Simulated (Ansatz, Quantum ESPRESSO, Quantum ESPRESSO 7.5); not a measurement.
**Complex bands of LiF, rock salt type, lattice constant set to 4.148 Å**

Aim: how fast states decay in the gap of LiF, rock salt type, lattice constant set to 4.148 Å.

Main program and level: Quantum ESPRESSO 7.5; plane-wave DFT, LDA, GBRV ultrasoft pseudopotentials (cross-check by Ansatz 0.2.0 with PAW datasets).

This is a report of a sequence of runs, with most program output left out.

The structure was built from a prototype and need not be the compound's stable phase.

**1. Set-up**

Symmetry: Fm-3m, No. 225, cubic system. Conventional cell: a = 4.148 Å, b = 4.148 Å, c = 4.148 Å, α = 90.00°, β = 90.00°, γ = 90.00°. Nearest to Li lie 6 F at 2.07 Å. F has 6 Li at 2.07 Å nearest. Farther neighbours and most contacts between anions are not listed.

**2. Ground state**

pwcond needs a cell whose third axis lies along the current and stands perpendicular to the other two.

The input, scf.in:

```
&control
  prefix = 'scf'
  outdir = './out'
  pseudo_dir = './pseudo'
  calculation = 'scf'
  tprnfor = .true.
/
&system
  ibrav = 0
  nat = 4
  ntyp = 2
  ecutwfc = 40
  ecutrho = 200
  occupations = 'fixed'
  nbnd = 14
/
&electrons
  conv_thr = 1e-09
  mixing_beta = 0.6
  electron_maxstep = 120
/
ATOMIC_SPECIES
  Li  6.9400  li_lda_v1.4.uspp.F.UPF
  F   18.9984  f_lda_v1.4.uspp.F.UPF
CELL_PARAMETERS angstrom
  2.93307892836180 0.00000000000000 0.00000000000000
  0.00000000000000 2.93307892836180 0.00000000000000
  0.00000000000000 0.00000000000000 4.14800000000000
ATOMIC_POSITIONS crystal
  Li  0.000000000000 0.000000000000 0.000000000000
  F   0.500000000000 0.500000000000 0.000000000000
  Li  0.500000000000 0.500000000000 0.500000000000
  F   0.000000000000 0.000000000000 0.500000000000
K_POINTS automatic
  8 8 6 0 0 0
```

Run with:

```
> OMP_NUM_THREADS=1 mpirun -n 2 pw.x -nk 2 -in scf.in > scf.out
```

Run time: 11 s. Hardware: 2 MPI ranks of Arm Neoverse N1, shared host; peak memory 0.12 GiB; 20 s of CPU time.

Numbers from this step:

- free energy: -1717.9061 eV
- valence top, on the run's zero: -0.1995 eV
- conduction bottom, on the run's zero: 7.870 eV
- gap by band count: 8.070 eV

The run needed 8 iterations to bring the estimated error under 1e-09 Ry.

**3. Complex band structure**

ikind = 0 solves one period of the crystal for all kz, real and complex, at each energy and k across. ewind and epsproj trim the two-dimensional plane-wave basis; nz1 sets the subslabs.

The input, cbs.in:

```
&inputcond
  outdir = './out'
  prefixl = 'scf'
  band_file = 'cbs'
  ikind = 0
  ewind = 4.0
  epsproj = 1e-05
  nz1 = 7
  energy0 = 8.96
  denergy = -0.28
/
4
  0.00000000 0.00000000 1.00000000
  0.50000000 0.00000000 1.00000000
  0.50000000 0.50000000 1.00000000
  0.25000000 0.00000000 1.00000000
40
```

Run with:

```
> OMP_NUM_THREADS=1 mpirun -n 2 pwcond.x -in cbs.in > cbs.out
```

Run time: 38 s. Hardware: 2 MPI ranks; peak memory 0.1 GiB; 74 s of CPU time.

This step gave:

* peak of the smallest κ at the zone centre: 0.819 Å⁻¹
* energy of the peak at the zone centre: 3.36 eV

K across = (0, 0) in the cell's reciprocal vectors; values within 0.0025 1/Å of each other count once, columns are sorted by size at each energy, a dash where no further value was kept. The Im kz of the slowest decaying states by energy, zero at the highest filled level of the SCF mesh:

| energy (eV) | decay 1 (Å⁻¹) | decay 2 (Å⁻¹) | decay 3 (Å⁻¹) |
| --- | --- | --- | --- |
| -1.96 | 0.933 | 1.47 | 2.04 |
| -1.40 | 0.677 | 1.46 | 1.98 |
| -0.84 | 1.44 | 1.92 | 2.08 |
| -0.28 | 1.43 | 1.84 | 2.05 |
| 0.00 | 0.03 | 1.43 | 1.80 |
| 0.56 | 0.434 | 0.682 | 1.45 |
| 1.12 | 0.593 | 0.903 | 1.54 |
| 1.68 | 0.699 | 1.05 | 1.50 |
| 2.24 | 0.769 | 1.17 | 1.47 |
| 2.80 | 0.808 | 1.26 | 1.44 |
| 3.36 | 0.819 | 1.36 | 1.42 |
| 3.64 | 0.816 | 1.41 | 1.78 |
| 4.20 | 0.796 | 1.39 | 1.56 |
| 4.76 | 0.761 | 1.38 | 1.61 |
| 5.32 | 0.712 | 1.37 | 1.61 |
| 5.88 | 0.649 | 1.35 | 1.60 |
| 6.44 | 0.571 | 1.34 | 1.56 |
| 7.00 | 0.471 | 1.32 | 1.51 |
| 7.28 | 0.408 | 1.32 | 1.49 |
| 7.84 | 0.224 | 1.30 | 1.44 |
| 8.40 | 1.28 | 1.38 | 1.52 |
| 8.96 | 1.26 | 1.33 | 1.50 |

K across = (0, 0) in the cell's reciprocal vectors. Re kz of states that move upwards against energy, zero at the highest filled level of the SCF mesh:

| energy (eV) | channel 1 (Å⁻¹) | channel 2 (Å⁻¹) | channel 3 (Å⁻¹) |
| --- | --- | --- | --- |
| -1.96 | 0.530 | - | - |
| -1.68 | 0.634 | - | - |
| -1.12 | -0.683 | - | - |
| -0.84 | -0.579 | 0.267 | 0.267 |
| -0.56 | -0.464 | 0.651 | 0.651 |
| 0.00 | -0.0111 | - | - |
| 0.28 | - | - | - |
| 0.56 | - | - | - |
| 1.12 | - | - | - |
| 1.40 | - | - | - |
| 1.68 | - | - | - |
| 2.24 | - | - | - |
| 2.52 | - | - | - |
| 2.80 | - | - | - |
| 3.36 | - | - | - |
| 3.64 | - | - | - |
| 4.20 | - | - | - |
| 4.48 | - | - | - |
| 4.76 | - | - | - |
| 5.32 | - | - | - |
| 5.60 | - | - | - |
| 5.88 | - | - | - |
| 6.44 | - | - | - |
| 6.72 | - | - | - |
| 7.00 | - | - | - |
| 7.56 | - | - | - |
| 7.84 | - | - | - |
| 8.12 | 0.106 | - | - |
| 8.68 | 0.374 | - | - |
| 8.96 | 0.456 | - | - |

K across = (1/2, 0) in the cell's reciprocal vectors; values within 0.0025 1/Å of each other count once, columns are sorted by size at each energy, a dash where no further value was kept. The Im kz of the slowest decaying states by energy, zero at the highest filled level of the SCF mesh:

| energy (eV) | decay 1 (Å⁻¹) | decay 2 (Å⁻¹) | decay 3 (Å⁻¹) |
| --- | --- | --- | --- |
| -1.96 | 1.53 | 1.56 | 2.91 |
| -1.68 | 0.069 | 0.072 | 1.51 |
| -1.12 | 1.36 | 1.54 | 2.87 |
| -0.84 | 1.26 | 1.54 | 2.86 |
| -0.56 | 1.10 | 1.54 | 2.84 |
| 0.00 | 0.241 | 0.955 | - |
| 0.28 | 0.359 | 1.14 | 1.53 |
| 0.56 | 0.435 | 1.24 | 1.53 |
| 1.12 | 0.535 | 1.34 | 1.52 |
| 1.40 | 0.571 | 1.37 | 1.51 |
| 1.68 | 0.6 | 1.40 | 1.51 |
| 2.24 | 0.644 | 1.43 | 1.49 |
| 2.52 | 0.66 | 1.44 | 1.49 |
| 2.80 | 0.673 | 1.45 | 1.48 |
| 3.36 | 0.692 | 1.46 | 1.46 |
| 3.64 | 0.698 | 1.45 | 1.46 |
| 4.20 | 0.705 | 1.43 | 1.46 |
| 4.48 | 0.706 | 1.42 | 1.46 |
| 4.76 | 0.705 | 1.41 | 1.46 |
| 5.32 | 0.697 | 1.39 | 1.45 |
| 5.60 | 0.691 | 1.38 | 1.44 |
| 5.88 | 0.683 | 1.37 | 1.44 |
| 6.44 | 0.662 | 1.35 | 1.42 |
| 6.72 | 0.648 | 1.33 | 1.41 |
| 7.00 | 0.632 | 1.32 | 1.41 |
| 7.56 | 0.593 | 1.30 | 1.39 |
| 7.84 | 0.569 | 1.29 | 1.38 |
| 8.12 | 0.541 | 1.27 | 1.37 |
| 8.68 | 0.471 | 1.25 | 1.34 |
| 8.96 | 0.426 | 1.24 | 1.33 |

K across = (1/2, 1/2) in the cell's reciprocal vectors; values within 0.0025 1/Å of each other count once, columns are sorted by size at each energy, a dash where no further value was kept. Table of Im kz of the slowest decaying states by energy, zero at the highest filled level of the SCF mesh:

| energy (eV) | decay 1 (Å⁻¹) | decay 2 (Å⁻¹) | decay 3 (Å⁻¹) |
| --- | --- | --- | --- |
| -1.96 | 0.811 | 2.56 | 2.84 |
| -1.68 | 0.737 | 2.54 | 2.82 |
| -1.12 | 0.468 | 2.50 | 2.79 |
| -0.84 | 0.168 | 2.48 | 2.78 |
| -0.56 | 0.374 | 0.412 | 2.46 |
| 0.00 | 0.573 | 0.685 | 2.42 |
| 0.28 | 0.64 | 0.75 | 2.40 |
| 0.56 | 0.695 | 0.798 | 2.38 |
| 1.12 | 0.782 | 0.866 | 2.34 |
| 1.40 | 0.818 | 0.891 | 2.32 |
| 1.68 | 0.849 | 0.912 | 2.29 |
| 2.24 | 0.903 | 0.945 | 2.25 |
| 2.52 | 0.927 | 0.958 | 2.23 |
| 2.80 | 0.948 | 0.969 | 2.20 |
| 3.36 | 0.987 | 2.15 | 2.53 |
| 3.64 | 0.994 | 1.00 | 2.12 |
| 4.20 | 1.00 | 1.04 | 2.07 |
| 4.48 | 1.01 | 1.05 | 2.04 |
| 4.76 | 1.01 | 1.07 | 2.01 |
| 5.32 | 1.01 | 1.09 | 1.95 |
| 5.60 | 1.02 | 1.11 | 1.91 |
| 5.88 | 1.02 | 1.12 | 1.88 |
| 6.44 | 1.01 | 1.16 | 1.79 |
| 6.72 | 1.01 | 1.18 | 1.75 |
| 7.00 | 1.01 | 1.20 | 1.7 |
| 7.56 | 1.00 | 1.27 | 1.57 |
| 7.84 | 1.00 | 1.37 | 1.45 |
| 8.12 | 0.998 | 1.39 | 2.20 |
| 8.68 | 0.988 | 1.36 | 2.16 |
| 8.96 | 0.982 | 1.34 | 2.13 |

K across = (1/4, 0) in the cell's reciprocal vectors; values within 0.0025 1/Å of each other count once, columns are sorted by size at each energy, a dash where no further value was kept. Im kz of the slowest decaying states against energy, zero at the highest filled level of the SCF mesh:

| energy (eV) | decay 1 (Å⁻¹) | decay 2 (Å⁻¹) | decay 3 (Å⁻¹) |
| --- | --- | --- | --- |
| -1.96 | 0.391 | 1.1 | 1.58 |
| -1.68 | 0.285 | 1.00 | 1.58 |
| -1.12 | 0.729 | 1.57 | 2.01 |
| -0.84 | 0.478 | 1.57 | 1.98 |
| -0.56 | 0.164 | 1.56 | 1.95 |
| 0.00 | 0.126 | 0.199 | 1.56 |
| 0.28 | 0.368 | 0.616 | 1.56 |
| 0.56 | 0.463 | 0.829 | 1.55 |
| 1.12 | 0.582 | 1.11 | 1.55 |
| 1.40 | 0.623 | 1.24 | 1.54 |
| 1.68 | 0.657 | 1.43 | 1.50 |
| 2.24 | 0.707 | 1.49 | 1.52 |
| 2.52 | 0.726 | 1.50 | 1.52 |
| 2.80 | 0.742 | 1.51 | 2.12 |
| 3.36 | 0.765 | 1.50 | 1.52 |
| 3.64 | 0.773 | 1.49 | 1.52 |
| 4.20 | 0.784 | 1.47 | 1.52 |
| 4.48 | 0.787 | 1.46 | 1.52 |
| 4.76 | 0.788 | 1.45 | 1.52 |
| 5.32 | 0.785 | 1.43 | 1.51 |
| 5.60 | 0.781 | 1.42 | 1.51 |
| 5.88 | 0.775 | 1.41 | 1.50 |
| 6.44 | 0.759 | 1.39 | 1.49 |
| 6.72 | 0.748 | 1.38 | 1.48 |
| 7.00 | 0.734 | 1.37 | 1.47 |
| 7.56 | 0.699 | 1.35 | 1.46 |
| 7.84 | 0.676 | 1.33 | 1.45 |
| 8.12 | 0.648 | 1.32 | 1.44 |
| 8.68 | 0.564 | 1.30 | 1.41 |
| 8.96 | 0.487 | 1.29 | 1.40 |

**4. Complex bands with pwcond.x, with epsproj = 0.001**

How much does a setting matter? One run is repeated with a change.

cbs.w.in is the input of step 3 with these lines changed:

```diff
@@ -3,6 +3,6 @@
   prefixl = 'scf'
-  band_file = 'cbs'
+  band_file = 'cbs.w'
   ikind = 0
   ewind = 4.0
-  epsproj = 1e-05
+  epsproj = 0.001
   nz1 = 7
```

Run with:

```
> OMP_NUM_THREADS=1 mpirun -n 2 pwcond.x -in cbs.w.in > cbs.w.out
```

The job ended after 21 s (2 MPI ranks; peak memory 0.09 GiB; 39 s of CPU time).

The changed values were drawn from a wide range, not chosen for quality; the comparison shows what they did here together.

Beside the run it was changed from:

| quantity | this run | unchanged run | difference |
| --- | --- | --- | --- |
| peak of the smallest κ at the zone centre (Å⁻¹) | 0.818 | 0.819 | -0.0010 |
| wall time (s) | 21 | 38 |  |

The physical values in this table move by up to 0.12 %.

**5. Cross-check with Ansatz**

A second code with its own PAW datasets, on the same atoms.

Level of this step: plane-wave DFT, LDA, Ansatz PAW (Ansatz 0.2.0).

The input, input.yaml:

```yaml
crystal:
  lattice:
    - [2.9330789284, 0.0, 0.0]
    - [0.0, 2.9330789284, 0.0]
    - [0.0, 0.0, 4.148]
  atoms:
    - { symbol: Li, position: [0.0, 0.0, 0.0] }
    - { symbol: F, position: [0.5, 0.5, 0.0] }
    - { symbol: Li, position: [0.5, 0.5, 0.5] }
    - { symbol: F, position: [0.0, 0.0, 0.5] }
kpoints:
  mp_grid: { grid: [8, 8, 6] }
hamiltonian:
  xc: lda
scf:
  occupations: { method: fixed }
  convergence: { dr2_threshold: 1.0e-09 }
output:
  transmission:
    leads: [[0, 0]]
    kpoints: [[0, 0], [0.5, 0], [0.5, 0.5], [0.25, 0]]
    e_range: [-1.96, 8.96]
    de: 0.28
```

Run with:

```
> ansatz run input.yaml --threads 2 --pin off --max-ram 4096MiB --backend cpu --events-out ev --progress --plain --runs-dir out
```

It took 8.2 s on 2 threads; peak memory 0.29 GiB.

This step gave:

```
free energy                                      : -1997.1690 eV
gap by band count                                : 8.096 eV
symmetry operations                              : 32
slowest decay at the grid energy nearest mid-gap : 0.7045 Å⁻¹
peak of the smallest κ at the zone centre        : 0.8231 Å⁻¹
valence top, on the run's zero                   : -0.08638 eV
```

K across = (0, 0) in the cell's reciprocal vectors; values within 0.0025 1/Å of each other count once, columns are sorted by size at each energy, a dash where no further value was kept. Table of Im kz of the slowest decaying states by energy, zero at the highest filled level of the SCF mesh:

| energy (eV) | decay 1 (Å⁻¹) | decay 2 (Å⁻¹) | decay 3 (Å⁻¹) |
| --- | --- | --- | --- |
| -1.96 | 0.934 | 1.47 | - |
| -1.40 | 0.678 | 1.46 | - |
| -0.84 | 1.44 | - | - |
| -0.28 | 1.43 | - | - |
| 0.00 | 0.0314 | 0.0443 | 1.43 |
| 0.56 | 0.436 | 0.684 | 1.45 |
| 1.12 | 0.596 | 0.904 | - |
| 1.68 | 0.702 | 1.05 | - |
| 2.24 | 0.772 | 1.17 | 1.47 |
| 2.80 | 0.812 | 1.26 | 1.44 |
| 3.36 | 0.823 | 1.36 | 1.42 |
| 3.64 | 0.820 | 1.41 | - |
| 4.20 | 0.801 | 1.39 | - |
| 4.76 | 0.765 | 1.38 | - |
| 5.32 | 0.717 | 1.37 | - |
| 5.88 | 0.654 | 1.35 | - |
| 6.44 | 0.577 | 1.34 | - |
| 7.00 | 0.478 | 1.33 | - |
| 7.28 | 0.416 | 1.32 | 1.49 |
| 7.84 | 0.237 | 1.30 | 1.44 |
| 8.40 | 1.28 | 1.39 | - |
| 8.96 | 1.27 | 1.33 | - |

K across = (0, 0) in the cell's reciprocal vectors. Table of Re kz of states that move upwards by energy, zero at the highest filled level of the SCF mesh:

| energy (eV) | channel 1 (Å⁻¹) | channel 2 (Å⁻¹) | channel 3 (Å⁻¹) |
| --- | --- | --- | --- |
| -1.96 | 0.530 | - | - |
| -1.68 | 0.633 | - | - |
| -1.40 | 0.732 | - | - |
| -1.12 | -0.683 | - | - |
| -0.84 | -0.579 | 0.266 | 0.266 |
| -0.56 | -0.463 | 0.650 | 0.650 |
| -0.28 | -0.560 | -0.560 | -0.321 |
| 0.00 | - | - | - |
| 0.28 | - | - | - |
| 0.56 | - | - | - |
| 1.12 | - | - | - |
| 1.40 | - | - | - |
| 1.68 | - | - | - |
| 1.96 | - | - | - |
| 2.24 | - | - | - |
| 2.52 | - | - | - |
| 2.80 | - | - | - |
| 3.08 | - | - | - |
| 3.36 | - | - | - |
| 3.64 | - | - | - |
| 3.92 | - | - | - |
| 4.20 | - | - | - |
| 4.48 | - | - | - |
| 4.76 | - | - | - |
| 5.04 | - | - | - |
| 5.32 | - | - | - |
| 5.60 | - | - | - |
| 5.88 | - | - | - |
| 6.44 | - | - | - |
| 6.72 | - | - | - |
| 7.00 | - | - | - |
| 7.28 | - | - | - |
| 7.56 | - | - | - |
| 7.84 | - | - | - |
| 8.12 | 0.0737 | - | - |
| 8.40 | 0.262 | - | - |
| 8.68 | 0.367 | - | - |
| 8.96 | 0.449 | - | - |

K across = (1/2, 0) in the cell's reciprocal vectors; values within 0.0025 1/Å of each other count once, columns are sorted by size at each energy, a dash where no further value was kept. The Im kz of the slowest decaying states by energy, zero at the highest filled level of the SCF mesh:

| energy (eV) | decay 1 (Å⁻¹) | decay 2 (Å⁻¹) | decay 3 (Å⁻¹) |
| --- | --- | --- | --- |
| -1.96 | - | - | - |
| -1.40 | 0.120 | 1.44 | - |
| -0.84 | 1.26 | - | - |
| -0.28 | 0.696 | - | - |
| 0.00 | 0.244 | 0.958 | - |
| 0.56 | 0.436 | 1.24 | - |
| 1.12 | 0.537 | 1.34 | - |
| 1.68 | 0.601 | 1.40 | - |
| 2.24 | 0.645 | 1.43 | 1.49 |
| 2.80 | 0.675 | 1.45 | 1.48 |
| 3.36 | 0.694 | 1.46 | 1.46 |
| 3.64 | 0.700 | 1.45 | 1.46 |
| 4.20 | 0.707 | 1.43 | 1.46 |
| 4.76 | 0.706 | 1.41 | 1.46 |
| 5.32 | 0.699 | 1.39 | 1.45 |
| 5.88 | 0.685 | 1.37 | 1.44 |
| 6.44 | 0.664 | 1.35 | 1.42 |
| 7.00 | 0.635 | 1.32 | 1.41 |
| 7.28 | 0.617 | 1.31 | 1.40 |
| 7.84 | 0.572 | 1.29 | 1.38 |
| 8.40 | 0.513 | 1.26 | 1.36 |
| 8.96 | 0.431 | 1.24 | 1.33 |

K across = (1/2, 1/2) in the cell's reciprocal vectors; values within 0.0025 1/Å of each other count once, columns are sorted by size at each energy, a dash where no further value was kept. Table of Im kz of the slowest decaying states by energy, zero at the highest filled level of the SCF mesh:

| energy (eV) | decay 1 (Å⁻¹) | decay 2 (Å⁻¹) | decay 3 (Å⁻¹) |
| --- | --- | --- | --- |
| -1.96 | 0.812 | - | - |
| -1.68 | 0.738 | - | - |
| -1.12 | 0.468 | - | - |
| -0.84 | 0.167 | - | - |
| -0.56 | 0.374 | 0.416 | - |
| 0.00 | 0.574 | 0.687 | - |
| 0.28 | 0.640 | 0.751 | - |
| 0.56 | 0.695 | 0.799 | - |
| 1.12 | 0.783 | 0.867 | - |
| 1.40 | 0.819 | 0.892 | - |
| 1.68 | 0.850 | 0.913 | - |
| 2.24 | 0.905 | 0.946 | - |
| 2.52 | 0.928 | 0.959 | - |
| 2.80 | 0.950 | 0.970 | - |
| 3.36 | 0.988 | - | - |
| 3.64 | 0.995 | 1.01 | - |
| 4.20 | 1.01 | 1.04 | - |
| 4.48 | 1.01 | 1.05 | - |
| 4.76 | 1.01 | 1.07 | - |
| 5.32 | 1.02 | 1.10 | - |
| 5.60 | 1.02 | 1.11 | - |
| 5.88 | 1.02 | 1.13 | - |
| 6.44 | 1.02 | 1.16 | - |
| 6.72 | 1.01 | 1.18 | - |
| 7.00 | 1.01 | 1.21 | - |
| 7.56 | 1.01 | 1.28 | - |
| 7.84 | 1.00 | 1.38 | 1.44 |
| 8.12 | 0.999 | 1.39 | - |
| 8.68 | 0.989 | 1.36 | - |
| 8.96 | 0.984 | 1.34 | - |

K across = (1/4, 0) in the cell's reciprocal vectors; values within 0.0025 1/Å of each other count once, columns are sorted by size at each energy, a dash where no further value was kept. Table of Im kz of the slowest decaying states by energy, zero at the highest filled level of the SCF mesh:

| energy (eV) | decay 1 (Å⁻¹) | decay 2 (Å⁻¹) | decay 3 (Å⁻¹) |
| --- | --- | --- | --- |
| -1.96 | 0.389 | 1.10 | - |
| -1.68 | 0.283 | 1.01 | - |
| -1.12 | 0.729 | - | - |
| -0.84 | 0.477 | - | - |
| -0.56 | 0.165 | - | - |
| 0.00 | 0.138 | 0.204 | - |
| 0.28 | 0.371 | 0.618 | - |
| 0.56 | 0.465 | 0.831 | - |
| 1.12 | 0.584 | 1.12 | - |
| 1.40 | 0.625 | 1.24 | - |
| 1.68 | 0.658 | 1.44 | 1.49 |
| 2.24 | 0.709 | 1.49 | - |
| 2.52 | 0.728 | - | - |
| 2.80 | 0.744 | - | - |
| 3.36 | 0.767 | 1.50 | - |
| 3.64 | 0.775 | 1.49 | - |
| 4.20 | 0.786 | 1.47 | - |
| 4.48 | 0.789 | 1.46 | - |
| 4.76 | 0.790 | 1.45 | - |
| 5.32 | 0.787 | 1.44 | - |
| 5.60 | 0.783 | 1.42 | - |
| 5.88 | 0.778 | 1.41 | - |
| 6.44 | 0.761 | 1.39 | 1.49 |
| 6.72 | 0.750 | 1.38 | 1.48 |
| 7.00 | 0.737 | 1.37 | 1.47 |
| 7.56 | 0.702 | 1.35 | 1.46 |
| 7.84 | 0.679 | 1.34 | 1.45 |
| 8.12 | 0.652 | 1.32 | 1.44 |
| 8.68 | 0.570 | 1.30 | 1.41 |
| 8.96 | 0.497 | 1.29 | 1.40 |

**6. A check by hand**

T falls as exp(−2κd). With κ = 0.704 1/Å, 10 Å of barrier pass exp(−2 × 0.704 × 10) = 7.7e-7 of that channel, interfaces aside.

**7. Results**

* gap on the SCF mesh: 8.07 eV
* smallest κ at mid-gap among the four k points, at (1/2, 0): 0.704 Å⁻¹
* peak of the smallest κ in the stop band at the zone centre: 0.819 Å⁻¹
* energy of the peak at the zone centre, over the highest filled level: 3.36 eV
* peak at the zone centre by Ansatz: 0.823 Å⁻¹

In words: With a gap of 8.07 eV on the mesh, the smallest κ at mid-gap among the four k points, at (1/2, 0) is 0.704 Å⁻¹ (LDA, GBRV ultrasoft). For a barrier with the Fermi level at mid-gap the slowest state found, at (1/2, 0), loses a factor of ten in probability every 1.6 Å or so. Stop bands away from the zone centre are mostly wider than the gap, so their peaks can lie above the conduction bottom. At the zone centre pwcond's peak is 0.819 and Ansatz's 0.823 1/Å, 1 % apart. The cell is the a/√2 one, turned by 45°, with two primitive cells, so X along [001] folds onto kz = 0. A semilocal gap is too small, often by a third to a half and by more in narrow-gap crystals, so real barriers decay faster.

[Logs are printed without paths, hosts, clocks, repeated set-up lines and the standing remarks that a program may print on its own settings, such as how far it seeks lower states.]

[Hosts, paths, dates, database ids (printed as entryN), source tags and the programs' standing remarks are cut or masked in the printed files.]

[Maps of the electrostatic potential energy from Ansatz leave out the sawtooth potential of an applied field or a dipole correction, so their vacuum need not be flat; planar profiles and work functions include it.]
